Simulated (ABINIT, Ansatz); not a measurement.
Planning a run of ABINIT 10.8.3 on H6PbCBr3N (Pm). The input:

```
acell 3*1.0 Angstrom
rprim 
  6.038531000000 -0.000000000000 -0.000000000000
  -0.000000000000 6.059680000000 0.000000000000
  -0.007679000000 0.000000000000 6.128174000000
ntypat 5
znucl 1 82 6 35 7
natom 12
typat 1 1 1 1 1 1 2 3 4 4 4 5
xred 
  0.218258000000 0.862101000000 0.968190000000
  0.177786000000 0.000000000000 0.198636000000
  0.825095000000 0.851944000000 0.061619000000
  0.869341000000 0.000000000000 0.811715000000
  0.825095000000 0.148056000000 0.061619000000
  0.218258000000 0.137899000000 0.968190000000
  0.475266000000 0.500000000000 0.477994000000
  0.897311000000 0.000000000000 0.988520000000
  0.430028000000 0.500000000000 0.972748000000
  0.434852000000 0.000000000000 0.512708000000
  0.966538000000 0.500000000000 0.440736000000
  0.140606000000 0.000000000000 0.032465000000
pp_dirpath "pseudos"
pseudos "H.upf, Pb.upf, C.upf, Br.upf, N.upf"
ecut 37
ngkpt 2 2 2
nshiftk 1
shiftk 0 0 0
kptopt 1
chksymbreak 0
istwfk *1
occopt 1
irdwfk 1
optdriver 3
nband 76
ecuteps 1.9
inclvkb 2
awtr 1
symchi 1
indata_prefix "in"
outdata_prefix "out"
tmpdata_prefix "tmp"
```

```sh
OMP_NUM_THREADS=1 mpirun -n 4 abinit run.abi > log
```

Question: How long will it take on 4 MPI ranks of Arm Neoverse V2, shared host, and how much memory?

It took 61 s; on shared hardware allow 30 s to 2 min. Peak host memory was 3.1 GiB.

[Paths, hosts, dates, memory and timing lines, banners, echoed tables and standing remarks are left out of the program output.]

[Logs are printed without paths, hosts, clocks, repeated set-up lines and the standing remarks that a program may print on its own settings, such as how far it seeks lower states.]

[Runs of the session that timed out or met a known fault of the program may be left out.]

[Hosts, paths, dates, database ids (printed as entryN), source tags and the programs' standing remarks are cut or masked in the printed files.]

[G0W0 gaps are taken among the corrected bands and points alone; a level outside them can change the order at an edge.]

[Where Ansatz stands beside ABINIT at settings called matched, ABINIT's density can come from a denser mesh and the files from another edition; pairs whose starting gaps differed by over 0.03 eV were left out, so agreement reads better than it is.]
